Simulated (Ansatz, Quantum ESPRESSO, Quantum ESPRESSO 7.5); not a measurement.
## Si chain with one atom pushed 0.5 Å aside at constant bond length: ballistic transmission

Wanted: the transmission near the Fermi level and the conductance of this junction: Si chain with one atom pushed 0.5 Å aside at constant bond length.

Main program and level: Quantum ESPRESSO 7.5; plane-wave DFT, LDA, GBRV ultrasoft pseudopotentials (cross-check by Ansatz 0.2.0 with PAW datasets).

### 1. The structure

The cell holds 11 atoms: 11 Si. Cell: a = 7.500 Å, b = 7.500 Å, c = 24.085 Å, α = 90.0°, β = 90.0°, γ = 90.0°. Regions: left lead, 5 atoms (5 Si); channel, 1 atom (1 Si); right lead, 5 atoms (5 Si). Vacuum lies along a and b. The structure is stacked along c, and the current runs across the ab planes.

Coordinates:

```cif
data_structure
_symmetry_space_group_name_H-M 'P 1'
_symmetry_Int_Tables_number 1
_cell_length_a 7.5000
_cell_length_b 7.5000
_cell_length_c 24.0849
_cell_angle_alpha 90.000
_cell_angle_beta 90.000
_cell_angle_gamma 90.000
_cell_volume 1354.77
loop_
_atom_site_label
_atom_site_type_symbol
_atom_site_fract_x
_atom_site_fract_y
_atom_site_fract_z
_atom_site_occupancy
Si1 Si 0.50000 0.50000 0.00000 1
Si2 Si 0.50000 0.50000 0.09134 1
Si3 Si 0.50000 0.50000 0.18269 1
Si4 Si 0.50000 0.50000 0.27403 1
Si5 Si 0.50000 0.50000 0.36537 1
Si6 Si 0.56667 0.50000 0.45433 1
Si7 Si 0.50000 0.50000 0.54328 1
Si8 Si 0.50000 0.50000 0.63463 1
Si9 Si 0.50000 0.50000 0.72597 1
Si10 Si 0.50000 0.50000 0.81731 1
Si11 Si 0.50000 0.50000 0.90866 1
```

### 2. Self-consistent run

One periodic cell holds a stretch of lead, the junction and more lead; the atoms stay as built.

scf.in reads:

```
&control
  prefix = 'scf'
  outdir = './out'
  pseudo_dir = './pseudo'
  calculation = 'scf'
  tprnfor = .true.
/
&system
  ibrav = 0
  nat = 11
  ntyp = 1
  ecutwfc = 34
  ecutrho = 170
  occupations = 'smearing'
  smearing = 'mv'
  degauss = 0.01
/
&electrons
  conv_thr = 1e-07
  mixing_beta = 0.25
  electron_maxstep = 120
  mixing_mode = 'local-TF'
/
ATOMIC_SPECIES
  Si  28.0850  si_lda_v1.uspp.F.UPF
CELL_PARAMETERS angstrom
  7.50000000000000 0.00000000000000 0.00000000000000
  0.00000000000000 7.50000000000000 0.00000000000000
  0.00000000000000 0.00000000000000 24.08485705712571
ATOMIC_POSITIONS crystal
  Si  0.500000000000 0.500000000000 0.000000000000
  Si  0.500000000000 0.500000000000 0.091343701762
  Si  0.500000000000 0.500000000000 0.182687403523
  Si  0.500000000000 0.500000000000 0.274031105285
  Si  0.500000000000 0.500000000000 0.365374807047
  Si  0.566666667000 0.500000000000 0.454328149119
  Si  0.500000000000 0.500000000000 0.543281491191
  Si  0.500000000000 0.500000000000 0.634625192953
  Si  0.500000000000 0.500000000000 0.725968894715
  Si  0.500000000000 0.500000000000 0.817312596477
  Si  0.500000000000 0.500000000000 0.908656298238
K_POINTS automatic
  1 1 3 0 0 0
```

The run is started by

```
> OMP_NUM_THREADS=1 mpirun -n 2 pw.x -nk 1 -in scf.in > scf.out
```

The log of the run:

```text
Program PWSCF v.7.5 starts
[citation notice left out]

     Parallel version (MPI & OpenMP), running on       2 processor cores
     Number of MPI processes:                 2
     Threads/MPI process:                     1

     MPI processes distributed on     1 nodes
[...]
Current dimensions of program PWSCF are:
     Max number of different atomic species (ntypx) = 10
     Max number of k-points (npk) =  40000
     Max angular momentum in pseudopotentials (lmaxx) =  4
     Message from routine setup:
     using ibrav=0 with symmetry is DISCOURAGED, use correct ibrav instead

     R & G space division:  proc/nbgrp/npool/nimage =       2
     Subspace diagonalization in iterative solution of the eigenvalue problem:
     a serial algorithm will be used

     Parallelization info
     --------------------
     sticks:   dense  smooth     PW     G-vecs:    dense   smooth      PW
     Min        1354    1088    276               171104   122416   15646
     Max        1355    1089    277               171121   122425   15655
     Sum        2709    2177    553               342225   244841   31301

     Using Slab Decomposition

     bravais-lattice index     =            0
     lattice parameter (alat)  =      14.1729  a.u.
     unit-cell volume          =    9142.4628 (a.u.)^3
     number of atoms/cell      =           11
     number of atomic types    =            1
     number of electrons       =        44.00
     number of Kohn-Sham states=           26
     kinetic-energy cutoff     =      34.0000  Ry
     charge density cutoff     =     170.0000  Ry
     scf convergence threshold =      1.0E-07
     mixing beta               =       0.2500
     number of iterations used =            8  local-TF  mixing
     Exchange-correlation= SLA  PZ   NOGX NOGC
                           (   1   1   0   0   0   0   0)

     celldm(1)=  14.172946  celldm(2)=   0.000000  celldm(3)=   0.000000
     celldm(4)=   0.000000  celldm(5)=   0.000000  celldm(6)=   0.000000

     crystal axes: (cart. coord. in units of alat)
               a(1) = (   1.000000   0.000000   0.000000 )
               a(2) = (   0.000000   1.000000   0.000000 )
               a(3) = (   0.000000   0.000000   3.211314 )

     reciprocal axes: (cart. coord. in units 2 pi/alat)
               b(1) = (  1.000000  0.000000  0.000000 )
               b(2) = (  0.000000  1.000000  0.000000 )
               b(3) = (  0.000000  0.000000  0.311399 )

     PseudoPot. # 1 for Si read from file:
     ./pseudo/si_lda_v1.uspp.F.UPF
     Pseudo is Ultrasoft + core correction, Zval =  4.0
     Generated by new atomic code, or converted to UPF format
     Using radial grid of  899 points,  6 beta functions with:
                l(1) =   0
                l(2) =   0
                l(3) =   1
                l(4) =   1
                l(5) =   2
                l(6) =   2
     Q(r) pseudized with  8 coefficients,  rinner =    0.900   0.900   0.900
                                                       0.900   0.900

     atomic species   valence    mass     pseudopotential
     Si                4.00    28.08500     Si( 1.00)

      2 Sym. Ops. (no inversion) found

   Cartesian axes

     site n.     atom                  positions (alat units)
         1        Si     tau(   1) = (   0.5000000   0.5000000   0.0000000  )
         2        Si     tau(   2) = (   0.5000000   0.5000000   0.2933333  )
         3        Si     tau(   3) = (   0.5000000   0.5000000   0.5866667  )
         4        Si     tau(   4) = (   0.5000000   0.5000000   0.8800000  )
         5        Si     tau(   5) = (   0.5000000   0.5000000   1.1733333  )
         6        Si     tau(   6) = (   0.5666667   0.5000000   1.4589905  )
         7        Si     tau(   7) = (   0.5000000   0.5000000   1.7446476  )
         8        Si     tau(   8) = (   0.5000000   0.5000000   2.0379809  )
         9        Si     tau(   9) = (   0.5000000   0.5000000   2.3313143  )
        10        Si     tau(  10) = (   0.5000000   0.5000000   2.6246476  )
        11        Si     tau(  11) = (   0.5000000   0.5000000   2.9179809  )

     number of k points=     2  Marzari-Vanderbilt smearing, width (Ry)=  0.0100
                       cart. coord. in units 2pi/alat
        k(    1) = (   0.0000000   0.0000000   0.0000000), wk =   0.6666667
        k(    2) = (   0.0000000   0.0000000   0.1037997), wk =   1.3333333

     Dense  grid:   342225 G-vectors     FFT dimensions: (  60,  60, 192)

     Smooth grid:   244841 G-vectors     FFT dimensions: (  54,  54, 180)

     Estimated max dynamical RAM per process >     727.97 MB

     Estimated total dynamical RAM >       1.42 GB

     Initial potential from superposition of free atoms

     starting charge      43.9934, renormalised to      44.0000

     negative rho (up, down):  1.684E-05 0.000E+00
     Starting wfcs are   44 randomized atomic wfcs

     total cpu time spent up to now is        2.2 secs

     per-process dynamical memory:   156.6 Mb

     Self-consistent Calculation

     iteration #  1     ecut=    34.00 Ry     beta= 0.25
     Davidson diagonalization with overlap
     ethr =  1.00E-02,  avg # of iterations =  2.0

     Threshold (ethr) on eigenvalues was too large:
     Diagonalizing with lowered threshold

     Davidson diagonalization with overlap
     ethr =  5.52E-04,  avg # of iterations =  1.0

     negative rho (up, down):  1.203E-07 0.000E+00

     total cpu time spent up to now is        9.5 secs

     total energy              =    -104.17255840 Ry
     estimated scf accuracy    <       0.27202319 Ry

     iteration #  2     ecut=    34.00 Ry     beta= 0.25
[...]
total energy              =    -104.06608731 Ry
     estimated scf accuracy    <       0.19935312 Ry

     iteration #  3     ecut=    34.00 Ry     beta= 0.25
[...]
total energy              =    -104.09925560 Ry
     estimated scf accuracy    <       0.01611061 Ry

     iteration #  4     ecut=    34.00 Ry     beta= 0.25
[...]
total energy              =    -104.09371481 Ry
     estimated scf accuracy    <       0.01988772 Ry

     iteration #  5     ecut=    34.00 Ry     beta= 0.25
[...]
total energy              =    -104.09584827 Ry
     estimated scf accuracy    <       0.00097578 Ry

     iteration #  6     ecut=    34.00 Ry     beta= 0.25
[...]
negative rho (up, down):  8.328E-05 0.000E+00

[...]
total energy              =    -104.09684241 Ry
     estimated scf accuracy    <       0.00067111 Ry

     iteration #  7     ecut=    34.00 Ry     beta= 0.25
[...]
negative rho (up, down):  7.140E-05 0.000E+00

[...]
total energy              =    -104.09692750 Ry
     estimated scf accuracy    <       0.00011870 Ry

     iteration #  8     ecut=    34.00 Ry     beta= 0.25
[...]
negative rho (up, down):  7.488E-05 0.000E+00

[...]
total energy              =    -104.09694492 Ry
     estimated scf accuracy    <       0.00017359 Ry

     iteration #  9     ecut=    34.00 Ry     beta= 0.25
[...]
negative rho (up, down):  3.499E-05 0.000E+00

[...]
total energy              =    -104.09698413 Ry
     estimated scf accuracy    <       0.00022333 Ry

     iteration # 10     ecut=    34.00 Ry     beta= 0.25
[...]
negative rho (up, down):  1.385E-05 0.000E+00

[...]
total energy              =    -104.09699141 Ry
     estimated scf accuracy    <       0.00007842 Ry

     iteration # 11     ecut=    34.00 Ry     beta= 0.25
[...]
negative rho (up, down):  1.609E-05 0.000E+00

[...]
total energy              =    -104.09699851 Ry
     estimated scf accuracy    <       0.00000408 Ry

     iteration # 12     ecut=    34.00 Ry     beta= 0.25
[...]
negative rho (up, down):  1.572E-05 0.000E+00

[...]
total energy              =    -104.09700000 Ry
     estimated scf accuracy    <       0.00000925 Ry

     iteration # 13     ecut=    34.00 Ry     beta= 0.25
[...]
negative rho (up, down):  4.111E-05 0.000E+00

[...]
total energy              =    -104.09700096 Ry
     estimated scf accuracy    <       0.00000693 Ry

     iteration # 14     ecut=    34.00 Ry     beta= 0.25
[...]
negative rho (up, down):  4.343E-05 0.000E+00

[...]
total energy              =    -104.09700114 Ry
     estimated scf accuracy    <       0.00000210 Ry

     iteration # 15     ecut=    34.00 Ry     beta= 0.25
[...]
negative rho (up, down):  4.759E-05 0.000E+00

[...]
total energy              =    -104.09700114 Ry
     estimated scf accuracy    <       0.00000096 Ry

     iteration # 16     ecut=    34.00 Ry     beta= 0.25
[...]
negative rho (up, down):  4.548E-05 0.000E+00

[...]
total energy              =    -104.09700113 Ry
     estimated scf accuracy    <       0.00000049 Ry

     iteration # 17     ecut=    34.00 Ry     beta= 0.25
[...]
negative rho (up, down):  4.576E-05 0.000E+00

[...]
End of self-consistent calculation

          k = 0.0000 0.0000 0.0000 ( 30605 PWs)   bands (ev):

   -12.8325 -12.5937 -12.5784 -11.8710 -11.8584 -10.6853 -10.6809  -9.0984
    -9.0813  -7.3175  -7.2854  -4.8518  -4.7744  -4.6061  -4.5404  -4.5311
    -4.5261  -3.9995  -3.9346  -3.8335  -3.8263  -3.7358  -3.5452  -2.6936
    -2.6924  -2.6591

          k = 0.0000 0.0000 0.1038 ( 30584 PWs)   bands (ev):

   -12.8077 -12.7182 -12.3985 -12.1575 -11.5204 -11.1260 -10.1937  -9.6609
    -8.4896  -7.8776  -6.8901  -4.8800  -4.7497  -4.6763  -4.6650  -4.4290
    -4.3528  -4.2504  -4.1173  -4.0358  -3.5630  -3.4907  -3.1525  -3.1000
    -2.9989  -2.2296

     the Fermi energy is    -3.4546 ev

!    total energy              =    -104.09700115 Ry
     estimated scf accuracy    <       0.00000005 Ry
     smearing contrib. (-TS)   =      -0.00083745 Ry
     internal energy E=F+TS    =    -104.09616370 Ry

     The total energy is F=E-TS. E is the sum of the following terms:
     one-electron contribution =     -93.90713518 Ry
     hartree contribution      =      52.02454600 Ry
     xc contribution           =     -45.21121341 Ry
     ewald contribution        =     -17.00236111 Ry

     convergence has been achieved in  17 iterations

     negative rho (up, down):  4.576E-05 0.000E+00

     Forces acting on atoms (cartesian axes, Ry/au):

     atom    1 type  1   force =    -0.00081466    0.00000000    0.00186873
     atom    2 type  1   force =     0.00099062    0.00000000    0.00176745
     atom    3 type  1   force =     0.00092465    0.00000000    0.00361335
     atom    4 type  1   force =     0.00207880    0.00000000    0.00366426
     atom    5 type  1   force =    -0.01308791    0.00000000   -0.00329421
     atom    6 type  1   force =     0.01981849    0.00000000   -0.00000614
     atom    7 type  1   force =    -0.01308912    0.00000000    0.00330535
     atom    8 type  1   force =     0.00207927    0.00000000   -0.00367449
     atom    9 type  1   force =     0.00092487    0.00000000   -0.00360148
     atom   10 type  1   force =     0.00099000    0.00000000   -0.00177312
     atom   11 type  1   force =    -0.00081501    0.00000000   -0.00186971

     Total force =     0.028931     Total SCF correction =     0.000203

[...]
=------------------------------------------------------------------------------=
   JOB DONE.
=------------------------------------------------------------------------------=
```

The job ended after 77 s (2 MPI ranks of Arm Neoverse V1, shared host; peak memory 1.4 GiB).

This step gave:

```
free energy  : -1416.3119 eV
Fermi energy : -3.455 eV
```

The program's own clock; routines nest. Time by routine:

```
     routine  wall time (s)  calls
       PWSCF          76.14      1
   electrons          72.47      1
     c_bands          29.39     18
     cegterg          27.44     36
       h_psi          22.76    113
        fftw          19.06   5458
    sum_band          17.43     18
    vloc_psi          16.77    113
     mix_rho          14.37     18
        newd          11.38     18
        ffts            9.2   1870
      calbec           4.45    157
h_psi:calbec           2.99    113
  add_vuspsi           2.95    113
```

The run needed 17 iterations to bring the estimated error under 1e-07 Ry; the largest force on any atom, held or free, is 0.51 eV/Å.

(Part 1 of 4 ends here.)

[Logs are printed without paths, hosts, clocks, repeated set-up lines and the standing remarks that a program may print on its own settings, such as how far it seeks lower states.]

[Hosts, paths, dates, database ids (printed as entryN), source tags and the programs' standing remarks are cut or masked in the printed files.]

[Maps of the electrostatic potential energy from Ansatz leave out the sawtooth potential of an applied field or a dipole correction, so their vacuum need not be flat; planar profiles and work functions include it.]
